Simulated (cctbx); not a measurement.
# Lattice, Laue class and space group of a new crystal

Cell: a = 7.2010 Å, b = 7.4790 Å, c = 10.7660 Å, α = 90.00°, β = 90.00°, γ = 90.00°. Expected content of the cell: Ir8 Ca4 S16.

Simulated single-crystal data (cctbx): Mo Kα, λ = 0.71073 Å, to d = 0.84 Å, 50 % of the full sphere, strongest reflection 40000 counts, noise from counting, a 4 % proportional error and a noise floor of 8 counts (s.d.); no absorption, some extinction.

Tests on the unmerged data give:

```text
2083 reflections to d = 0.840 A
centring   violations  <I/sigma> of those
    A        447 of  1042      7.2
    B        469 of  1045      8.2
    C        478 of   999      9.0
    I          0 of  1037      0.0
    R        644 of  1403      8.6
    F        697 of  1543      8.1
Laue class    unique    Rint  (classes that these axes allow; Friedel mates merged)
I 1 2/m 1         499   0.029
I 1 1 2/m         501   0.029
I 2/m 1 1         500   0.030
I m m m           305   0.032
space group    extra absences  I>4sigma  <I/sigma>
I 2 2 2                 0          0         -  acentric
I 21 21 21              0          0         -  acentric
I m m 2                 0          0         -  acentric
I 2 m m                 0          0         -  acentric
I m 2 m                 0          0         -  acentric
I 2 m b                34          0      -0.2  acentric
I m 2 a                34          0      -0.2  acentric
I m m m                 0          0         -  centric
I m m a                34          0      -0.2  centric
I m m b                34          0      -0.2  centric
Wilson B = 1.83 A^2   <|E^2-1|> = 0.834 (0.968 centric, 0.736 acentric)   E^2>4: 1.7 %
shell (A)         n   <I/sigma>
 6.14 - 1.67     45     29.9
 1.67 - 1.33     40     31.6
 1.33 - 1.16     38     27.9
 1.16 - 1.06     34     29.0
 1.06 - 0.98     44     28.7
 0.98 - 0.92     30     26.5
 0.92 - 0.88     41     24.5
 0.88 - 0.84     33     28.9
```

**Question.** What are the lattice type, the Laue class and the likely space group?

The reflections that I centring forbids are absent (⟨I/σ⟩ near 0), so the lattice is I.

Rint stays low (0.029 to 0.032) up to I m m m, the highest class in these axes.

10 settings pass the absence test. The most absences obeyed, 34, belong to I 2 m b, I m 2 a, I m m a and I m m b, which absences can't tell apart.

⟨|E²−1|⟩ = 0.834 lies between the two ideal values. The Wilson B of 1.83 Å² means U ≈ 0.0232 Å².

The true group is Imma (no. 74), Laue class mmm, centrosymmetric. The tables only narrow the choice to the tied entries; cell content, site symmetry and trial solutions must settle it.

The model was made for the exercise: a known structure type with other elements put in, its volume estimated, not relaxed; displacement parameters are assumed.

[Logs are printed without paths, hosts, clocks, repeated set-up lines and the standing remarks that a program may print on its own settings, such as how far it seeks lower states.]
